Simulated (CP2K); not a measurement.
The O K edge of 2-formylthiophene was computed by TDDFT (CP2K XAS_TDP, aug-cc-pVDZ, TDA) at these levels: PBE0, PBEh(45%) and PBEh(45%) + GW2X. The first three lines of O1 (bonded to C) with a strength over 0.0015, energy in eV and strength:

| run | first | second | third |
| --- | --- | --- | --- |
| 1 | 530.67 (0.041) | 535.98 (0.003) | 536.94 (0.002) |
| 2 | 518.32 (0.032) | 521.85 (0.005) | 522.47 (0.002) |
| 3 | 526.13 (0.041) | 531.43 (0.003) | 532.39 (0.002) |

Which run is which?

Run 1: PBEh(45%) + GW2X (45 % exact exchange). Run 2: PBE0 (25 % exact exchange). Run 3: PBEh(45%) (45 % exact exchange). Self-interaction lifts the core level, so the uncorrected lines rise with the share of exact exchange. The GW2X run keeps the spacings of its parent: 5.31 eV between the first two lines in run 1, 5.30 eV in run 3. Its shift is +4.54 eV, since the Kohn–Sham level at this share of exchange lies that far above the quasiparticle level.

[Hosts, paths, dates, database ids (printed as entryN), source tags and the programs' standing remarks are cut or masked in the printed files.]
